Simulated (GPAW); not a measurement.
# Collinear magnetic orders of Cr (Chromium) with GPAW

A self-consistent run ends on one state, which hangs on the start. Several orders of Cr (Chromium) are started in GPAW and their energies compared.

Program: GPAW 26.7.0. Level of theory: PBE; plane waves with GPAW's PAW setups, scalar-relativistic. Results are calculated unless marked as measured.

## Step 1: The starting structure

It takes space group Im-3m (No. 229, cubic). Conventional cell: a = 2.884 Å, b = 2.884 Å, c = 2.884 Å, α = 90.00°, β = 90.00°, γ = 90.00°. Nearest to Cr lie 8 Cr at 2.50 Å.

Structure file:

```
Cr
1.0
    -1.44195    1.44195    1.44195
     1.44195   -1.44195    1.44195
     1.44195    1.44195   -1.44195
Cr
1
Direct
  0.00000 0.00000 0.00000
```

## Step 2: Order 1, typed as ferro +

Parallel moments need no larger cell; this start tests for a ferromagnetic state only.

The input, order1.py:

```python
import json
import numpy as np
from ase import Atoms
from ase.parallel import paropen, parprint
from gpaw import GPAW

atoms = Atoms(['Cr'],
    cell=[[-1.44195, 1.44195, 1.44195],
         [1.44195, -1.44195, 1.44195],
         [1.44195, 1.44195, -1.44195]],
    scaled_positions=[[0.0, 0.0, 0.0]],
    pbc=True,
    magmoms=[2.5])
atoms.calc = GPAW(mode={'name': 'pw', 'ecut': 550},
    xc='PBE',
    kpts={'size': (16, 16, 16), 'gamma': True},
    occupations={'name': 'fermi-dirac', 'width': 0.05},
    convergence={'density': 1e-05, 'energy': 1e-05},
    maxiter=200,
    symmetry={'tolerance': 1e-4},
    txt='order1.txt')
e = atoms.get_potential_energy(force_consistent=True)
res = {'free_energy': e, 'energy_sigma0': atoms.get_potential_energy(), 'fermi_energy': atoms.calc.get_fermi_level()}
res['moments'] = atoms.get_magnetic_moments().tolist()
res['total'] = atoms.get_magnetic_moment()
parprint('site moments (muB):', np.round(res['moments'], 3))
parprint(f"total moment: {res['total']:.3f} muB")
parprint(f'free energy: {e:.6f} eV')
atoms.calc.write('order1.gpw')
with paropen('results.json', 'w') as f:
    json.dump(res, f)
```

Started as:

```bash
> OMP_NUM_THREADS=1 mpirun -n 4 gpaw python order1.py > order1.log
```

What it wrote:

```text
site moments (muB): [0.]
total moment: -0.000 muB
free energy: -9.371862 eV

--- order1.txt ---
Input parameters:
  mode=PW(ecut=550),
  convergence={'density': 1e-05, 'energy': 1e-05},
  kpts=MonkhorstPack(size=(16, 16, 16), gamma=True),
  maxiter=200,
  occupations=Occupations(name='fermi-dirac', width=0.05),
  symmetry=Symmetry(tolerance=0.0001),
  xc=XC(name='PBE')

Diagonalizing LCAO Hamiltonian
Converting LCAO to pw mode

       Cr

Atoms  # Å, Bohr magnetons
|   | symbol |        x |        y |        z |    initial magnetic moments |
|---|--------|----------|----------|----------|-----------------------------|
| 0 |     Cr | 0.000000 | 0.000000 | 0.000000 | ( 0.0000,  0.0000,  2.5000) |

Unit cell  # Å
| periodic |         x |         y |         z |  lengths |     angles |
|----------|-----------|-----------|-----------|----------|------------|
|      yes | -1.441950 |  1.441950 |  1.441950 | 2.497531 | 109.471221 |
|      yes |  1.441950 | -1.441950 |  1.441950 | 2.497531 | 109.471221 |
|      yes |  1.441950 |  1.441950 | -1.441950 | 2.497531 | 109.471221 |

Number of symmetries: 48

BZ-sampling:
  Number of BZ points: 4096
  Number of IBZ points: 145

  Monkhorst-Pack size: [16, 16, 16]
  Monkhorst-Pack shift: [0.03125, 0.03125, 0.03125]

K-points  # in reciprocal-cell coordinates
|     |                                coordinates |     weight |
|-----|--------------------------------------------|------------|
|   0 | (  0.00000000,   0.00000000,   0.00000000) | 0.00024414 |
|   1 | (  0.06250000,   0.00000000,   0.00000000) | 0.00292969 |
|   2 | (  0.06250000,   0.06250000,  -0.06250000) | 0.00146484 |
|   3 | (  0.12500000,   0.00000000,  -0.06250000) | 0.00585938 |
|   4 | (  0.12500000,   0.00000000,   0.00000000) | 0.00292969 |
|   5 | (  0.12500000,   0.06250000,  -0.06250000) | 0.00585938 |
|   6 | (  0.12500000,   0.12500000,  -0.12500000) | 0.00146484 |
|   7 | (  0.18750000,  -0.06250000,  -0.06250000) | 0.00195312 |
|   8 | (  0.18750000,   0.00000000,  -0.06250000) | 0.01171875 |
|   9 | (  0.18750000,   0.00000000,   0.00000000) | 0.00292969 |
| ... |                                            |            |
| 144 | (  0.50000000,   0.50000000,   0.50000000) | 0.00024414 |

Plane wave coefficients: 370
Cutoff: 550.0 eV

Spin-components: 2 (collinear spins)
Bands:           9
Projectors:      6
Spin-degeneracy: 1
Datatype:        complex128

Parallelization:
  kpt:    4
  domain: 1
  band:   1

Density:
  Valence electrons: 6.0
  Components: 2
  Grid points: [14 14 14]
  Charge: 0.0  # |e|

Potential:
  Grid points: [14 14 14]

species:
  Cr:
    name:    Chromium
    Z:       24.0
    valence: 6
    core:    18
    charge:  0.0  # [|e|]
    compensation charges:
      type: gauss
      rc: 0.35  # [Å]
      lmax: 2
    cutoffs:
      filter: 2.14  # [Å]
      core: 3.04  # [Å]
    projectors
    | kind |    occ | energy [eV] | rcut [Å] |
    |------|--------|-------------|----------|
    |   4s |  1.000 |      -4.007 |    1.164 |
    |   4p |  0.000 |      -0.989 |    1.217 |
    |   3d |  5.000 |      -2.913 |    1.111 |
    |    s |        |      23.205 |    1.164 |
    |    p |        |      26.223 |    1.217 |
    |    d |        |      24.299 |    1.111 |

    Using partial waves for Cr as LCAO basis

Reference energy: -28582.377450  # eV

eigensolver:
  PPCG
  Converge bands: occupied
  niter=2

density mixing:
  MSR1-Mixer
  Pratt-step length: 0.05
  Maximum mixing coefficient: 0.75
  Old densities: 10
  SVD Regularization: 0.005
  Good broyden scale: 1.0
  Trust region scale: 1.0
  Backstep threshold: 4.0
  History deletion threshold: 6.0
  Fourier metric: weight=20.0, sigma=0.015

occupation numbers:
  Fermi-Dirac:
    width: 0.0500  # eV

poisson solver:
  ecut: 4400.0  # eV

xc functional:
  name: PBE with 2 nearest neighbor stencil

convergence criteria:
- Maximum integral of absolute [dens]ity change: 1e-05 electrons / valence electron
- Maximum [total energy] change in last 3 cyles: 1e-05 eV / valence electron
- Maximum integral of absolute [eigenst]ate change: 4e-08 eV^2 / valence electron
maximum number of iterations: 200

SCF iterations
|iter     |      energy | eigst |  dens |  magmom |
|---------|-------------|-------|-------|---------|
|iter:   1|       0s |   -8.712676 | -0.01 |       |  +2.4961|
|iter:   2|       0s |   -8.734821 | -1.99 | -0.42 |  +2.4097|
|iter:   3|       1s |   -9.269397 | -1.42 | -0.44 |  +0.9110|
|iter:   4|       2s |   -9.364173 | -1.80 | -0.86 |  -0.0963|
|iter:   5|       2s |   -9.368620 | -2.97 | -1.66 |  +0.0126|
|iter:   6|       3s |   -9.368767 | -3.57 | -2.16 |  -0.0163|
|iter:   7|       3s |   -9.368901 | -4.26 | -2.41 |  -0.0031|
|iter:   8|       4s |   -9.368916 | -5.01 | -3.07 |  -0.0007|
|iter:   9|       4s |   -9.368916c| -6.19 | -3.75 |  +0.0000|
|iter:  10|       5s |   -9.368916c| -6.89 | -4.54 |  +0.0000|
|iter:  11|       5s |   -9.368916c| -7.40c| -4.95 |  -0.0000|
|iter:  12|       6s |   -9.368916c| -7.84c| -5.92c|  -0.0000|

Converged in 12 steps
Energy contributions relative to reference atoms: (reference = -28582.377450)

Energy contributions:
  Kinetic:         -19.124641
  Coulomb:          12.467053
  Zero:              0.202260
  External:          0.000000
  Xc:               -2.910643
  Entropy:          -0.005892
  Spinorbit:         0.000000
  ----------------------------
  Free energy:      -9.371862
  Extrapolated:     -9.368916

dipole moment: (-3.568252, -3.568252, -3.568252)  # |e|*Ang

Total magnetic moment: (0.000000, 0.000000, -0.000000)

Local magnetic moments
|        x |        y |        z |
|----------|----------|----------|
| 0.000000 | 0.000000 | 0.000004 |  # Cr   0

Fermi level: 10.691
Eigenvalues  # (at kpt = [0.000, 0.000, 0.000])
| band index |      eig [eV] | occ [0-1] |      eig [eV] | occ [0-1] |
|------------|---------------|-----------|---------------|-----------|
|          0 |         3.085 |     1.000 |         3.085 |     1.000 |
|          1 |         9.862 |     1.000 |         9.862 |     1.000 |
|          2 |         9.862 |     1.000 |         9.862 |     1.000 |
|          3 |         9.862 |     1.000 |         9.862 |     1.000 |
|          4 |        11.772 |     0.000 |        11.772 |     0.000 |
|          5 |        11.772 |     0.000 |        11.772 |     0.000 |
|          6 |        20.737 |     0.000 |        20.737 |     0.000 |
|          7 |        20.737 |     0.000 |        20.737 |     0.000 |
|          8 |        20.737 |     0.000 |        20.737 |     0.000 |

No gap
No difference between direct/indirect transitions
```

The job ended after 10 s (4 MPI ranks of Arm Neoverse V1, shared host; peak memory 0.58 GiB).

Read from the output:

| Quantity | Value |
| --- | --- |
| final state | non-magnetic |

After 12 cycles the seed has died away: no moment is left.

## Step 3: Start 2: antiferro q=(1/2,1/2,1/2) +-

An opposed order shows whether the pairs that it reverses prefer unlike signs.

The cell is doubled to 2 atoms to hold this order. Its mesh is chosen so that both cells sample the same points.

The input, order2.py:

```python
import json
import numpy as np
from ase import Atoms
from ase.parallel import paropen, parprint
from gpaw import GPAW

atoms = Atoms(['Cr', 'Cr'],
    cell=[[-2.8839, 2.8839, 2.8839],
         [0.0, 0.0, 2.8839],
         [0.0, 2.8839, 0.0]],
    scaled_positions=[[0.0, 0.0, 0.0],
         [0.5, 0.0, 0.0]],
    pbc=True,
    magmoms=[2.5, -2.5])
atoms.calc = GPAW(mode={'name': 'pw', 'ecut': 550},
    xc='PBE',
    kpts={'size': (8, 16, 16), 'gamma': True},
    occupations={'name': 'fermi-dirac', 'width': 0.05},
    convergence={'density': 1e-05, 'energy': 1e-05},
    maxiter=200,
    symmetry={'tolerance': 1e-4},
    txt='order2.txt')
e = atoms.get_potential_energy(force_consistent=True)
res = {'free_energy': e, 'energy_sigma0': atoms.get_potential_energy(), 'fermi_energy': atoms.calc.get_fermi_level()}
res['moments'] = atoms.get_magnetic_moments().tolist()
res['total'] = atoms.get_magnetic_moment()
parprint('site moments (muB):', np.round(res['moments'], 3))
parprint(f"total moment: {res['total']:.3f} muB")
parprint(f'free energy: {e:.6f} eV')
atoms.calc.write('order2.gpw')
with paropen('results.json', 'w') as f:
    json.dump(res, f)
```

Started as:

```bash
> OMP_NUM_THREADS=1 mpirun -n 4 gpaw python order2.py > order2.log
```

What it wrote:

```text
UserWarning: Initial realspace grid (28,16,16) inconsistent with symmetries.
UserWarning: Initial realspace grid (28,16,16) inconsistent with symmetries.
UserWarning: Initial realspace grid (28,16,16) inconsistent with symmetries.
UserWarning: Initial realspace grid (28,16,16) inconsistent with symmetries.
UserWarning: Using symmetrized grid: (28,28,28).

UserWarning: Using symmetrized grid: (28,28,28).

UserWarning: Using symmetrized grid: (28,28,28).

UserWarning: Using symmetrized grid: (28,28,28).

site moments (muB): [ 1.315 -1.315]
total moment: 0.000 muB
free energy: -18.812351 eV

--- order2.txt ---
Input parameters:
  mode=PW(ecut=550),
  convergence={'density': 1e-05, 'energy': 1e-05},
  kpts=MonkhorstPack(size=(8, 16, 16), gamma=True),
  maxiter=200,
  occupations=Occupations(name='fermi-dirac', width=0.05),
  symmetry=Symmetry(tolerance=0.0001),
  xc=XC(name='PBE')

Diagonalizing LCAO Hamiltonian
Converting LCAO to pw mode

        Cr

          Cr

Atoms  # Å, Bohr magnetons
|   | symbol |         x |        y |        z |    initial magnetic moments |
|---|--------|-----------|----------|----------|-----------------------------|
| 0 |     Cr |  0.000000 | 0.000000 | 0.000000 | ( 0.0000,  0.0000,  2.5000) |
| 1 |     Cr | -1.441950 | 1.441950 | 1.441950 | ( 0.0000,  0.0000, -2.5000) |

Unit cell  # Å
| periodic |         x |        y |        z |  lengths |    angles |
|----------|-----------|----------|----------|----------|-----------|
|      yes | -2.883900 | 2.883900 | 2.883900 | 4.995061 | 90.000000 |
|      yes |  0.000000 | 0.000000 | 2.883900 | 2.883900 | 54.735610 |
|      yes |  0.000000 | 2.883900 | 0.000000 | 2.883900 | 54.735610 |

Number of symmetries: 12

BZ-sampling:
  Number of BZ points: 2048
  Number of IBZ points: 213

  Monkhorst-Pack size: [8, 16, 16]
  Monkhorst-Pack shift: [0.0625, 0.03125, 0.03125]

Plane wave coefficients: 739
Cutoff: 550.0 eV

Spin-components: 2 (collinear spins)
Bands:           12
Projectors:      12
Spin-degeneracy: 1
Datatype:        complex128

Parallelization:
  kpt:    4
  domain: 1
  band:   1

Density:
  Valence electrons: 12.0
  Components: 2
  Grid points: [28 28 28]
  Charge: 0.0  # |e|

Potential:
  Grid points: [28 28 28]

[... setups left out ...]
Reference energy: -57164.754899  # eV

eigensolver:
  PPCG
  Converge bands: occupied
  niter=2

density mixing:
  MSR1-Mixer
  Pratt-step length: 0.05
  Maximum mixing coefficient: 0.75
  Old densities: 10
  SVD Regularization: 0.005
  Good broyden scale: 1.0
  Trust region scale: 1.0
  Backstep threshold: 4.0
  History deletion threshold: 6.0
  Fourier metric: weight=20.0, sigma=0.015

occupation numbers:
  Fermi-Dirac:
    width: 0.0500  # eV

poisson solver:
  ecut: 4400.0  # eV

xc functional:
  name: PBE with 2 nearest neighbor stencil

convergence criteria:
- Maximum integral of absolute [dens]ity change: 1e-05 electrons / valence electron
- Maximum [total energy] change in last 3 cyles: 1e-05 eV / valence electron
- Maximum integral of absolute [eigenst]ate change: 4e-08 eV^2 / valence electron
maximum number of iterations: 200

SCF iterations
|iter     |      energy | eigst |  dens |  magmom |
|---------|-------------|-------|-------|---------|
|iter:   1|       0s |  -19.085533 | +0.09 |       |  -0.0000|
|iter:   2|       5s |  -19.018923 | -1.76 | -0.88 |  +0.0000|
|iter:   3|      10s |  -18.799051 | -1.18 | -0.94 |  -0.0000|
|iter:   4|      15s |  -18.800752 | -2.04 | -1.55 |  -0.0000|
|iter:   5|      20s |  -18.807775 | -2.20 | -1.75 |  -0.0000|
|iter:   6|      25s |  -18.808539 | -3.02 | -2.22 |  +0.0000|
|iter:   7|      30s |  -18.809189 | -3.43 | -2.38 |  -0.0000|
|iter:   8|      35s |  -18.809528 | -4.06 | -2.64 |  +0.0000|
|iter:   9|      41s |  -18.809545 | -4.34 | -2.79 |  -0.0000|
|iter:  10|      46s |  -18.809547c| -4.97 | -3.44 |  +0.0000|
|iter:  11|      51s |  -18.809549c| -5.65 | -3.78 |  -0.0000|
|iter:  12|      57s |  -18.809550c| -6.14 | -3.74 |  +0.0000|
|iter:  13|      62s |  -18.809551c| -6.63 | -4.19 |  +0.0000|
|iter:  14|      67s |  -18.809552c| -7.08 | -4.50 |  +0.0000|
|iter:  15|      71s |  -18.809552c| -7.54c| -4.88 |  +0.0000|
|iter:  16|      74s |  -18.809552c| -7.69c| -5.44c|  +0.0000|

Converged in 16 steps
Energy contributions relative to reference atoms: (reference = -57164.754899)

Energy contributions:
  Kinetic:         -30.465268
  Coulomb:          18.760171
  Zero:              0.388467
  External:          0.000000
  Xc:               -7.490122
  Entropy:          -0.005598
  Spinorbit:         0.000000
  ----------------------------
  Free energy:     -18.812351
  Extrapolated:    -18.809552

dipole moment: (7.116544, -21.349665, -21.349665)  # |e|*Ang

Total magnetic moment: (0.000000, 0.000000, 0.000000)

Local magnetic moments
|        x |        y |         z |
|----------|----------|-----------|
| 0.000000 | 0.000000 |  1.314601 |  # Cr   0
| 0.000000 | 0.000000 | -1.314598 |  # Cr   1

Fermi level: 10.717
Eigenvalues  # (at kpt = [0.000, 0.000, 0.000])
| band index |      eig [eV] | occ [0-1] |      eig [eV] | occ [0-1] |
|------------|---------------|-----------|---------------|-----------|
|          0 |         3.096 |     1.000 |         3.096 |     1.000 |
|          1 |         6.743 |     1.000 |         6.743 |     1.000 |
|          2 |         6.743 |     1.000 |         6.743 |     1.000 |
|          3 |         9.855 |     1.000 |         9.855 |     1.000 |
|          4 |         9.855 |     1.000 |         9.855 |     1.000 |
|          5 |         9.855 |     1.000 |         9.855 |     1.000 |
|          6 |        11.966 |     0.000 |        11.966 |     0.000 |
|          7 |        11.966 |     0.000 |        11.966 |     0.000 |
|          8 |        13.335 |     0.000 |        13.335 |     0.000 |
|          9 |        13.335 |     0.000 |        13.335 |     0.000 |
|         10 |        13.335 |     0.000 |        13.335 |     0.000 |
|         11 |        27.521 |     0.000 |        27.521 |     0.000 |

No gap
No difference between direct/indirect transitions
```

Wall time 88 s (4 MPI ranks); peak memory 0.89 GiB; 5.9 min of CPU time.

Read from the output:

* magnetization: 0 μB
* final state: antiferromagnetic
* largest moment: 1.315 μB

It lies 34.3 meV a seeded atom under the first start, and its largest moment is 1.31 μB against 3.6e-6 μB.

[end of part 1 of 2]

[Logs and program files are shortened in this print: banners, set-up blocks, solver, clock and traceback lines can be left out without a mark of their own.]

[Logs are printed without paths, hosts, clocks, repeated set-up lines and the standing remarks that a program may print on its own settings, such as how far it seeks lower states.]

[Hosts, paths, dates, database ids (printed as entryN), source tags and the programs' standing remarks are cut or masked in the printed files.]

[Where a cell is said to come from a database of computed structures, the database is the Materials Project.]
